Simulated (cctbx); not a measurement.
## Li6ZrAg2S6 across an absorption edge

Space group R-3 (no. 148), a = 6.4580 Å, b = 6.4580 Å, c = 18.4930 Å, α = 90.00°, β = 90.00°, γ = 120.00°.

| atom | mult. | x | y | z | Ueq (Å²) |
| --- | --- | --- | --- | --- | --- |
| Ag1 | 6 | 1/3 | 2/3 | 0.3191 | 0.0132 |
| Zr1 | 3 | 0 | 0 | 0 | 0.0159 |
| S1 | 18 | 0.9909 | 0.6515 | 0.2494 | 0.0211 |
| Li1 | 18 | 0.6713 | 0.6942 | 0.2146 | 0.0320 |

The model is made up (kin elements in a known structure type, no relaxation), so it says nothing on whether the phase exists.

Calculated with cctbx: free-atom f′ and f″ from the Sasaki tables, no fine structure; amplitudes in electrons.

```
E (eV)  F 2 1 1  F 1 1 3  F 1 0 1  F 0 2 1
 24914     48.6    152.8     27.2     34.8
 25264     45.9    148.5     24.4     32.1
 25394     43.7    144.7     22.1     29.8
 25454     41.6    141.1     19.9     27.6
 25484     39.5    137.5     17.7     25.5
 25499     37.4    134.0     15.7     23.4
 25506     35.7    131.1     13.9     21.7
 25510     33.9    127.8     12.1     19.8
 25518     30.2    123.2      9.3     16.4
 25522     34.7    131.0     13.4     20.9
 25529     37.0    135.0     15.6     23.2
 25544     39.4    139.1     18.0     25.6
 25574     41.7    143.1     20.3     27.9
 25664     44.7    148.2     23.3     30.9
 25914     47.9    153.7     26.5     34.1
```

**Question.** Which edge is crossed, and why do the reflections move as they do?

The K edge of Ag. The edge is at 25514 eV. f′ of Ag falls from -4.8 e at 25394 eV to -7.8 e at 4 eV below it, and f″ steps from 0.55 to 3.62 e across it. Over that approach |F| changes by -22 % (2 1 1), -12 % (1 1 3), -45 % (1 0 1) and -34 % (0 2 1): a reflection falls where Ag scatters in phase with the total and rises where it scatters against it; it hardly moves where the Ag term is small or cancels by symmetry. Above the edge the larger f″ enters the imaginary part, where it can add to or cancel the other atoms' f″. The structure is centrosymmetric, so Friedel mates stay equal.

[Logs are printed without paths, hosts, clocks, repeated set-up lines and the standing remarks that a program may print on its own settings, such as how far it seeks lower states.]
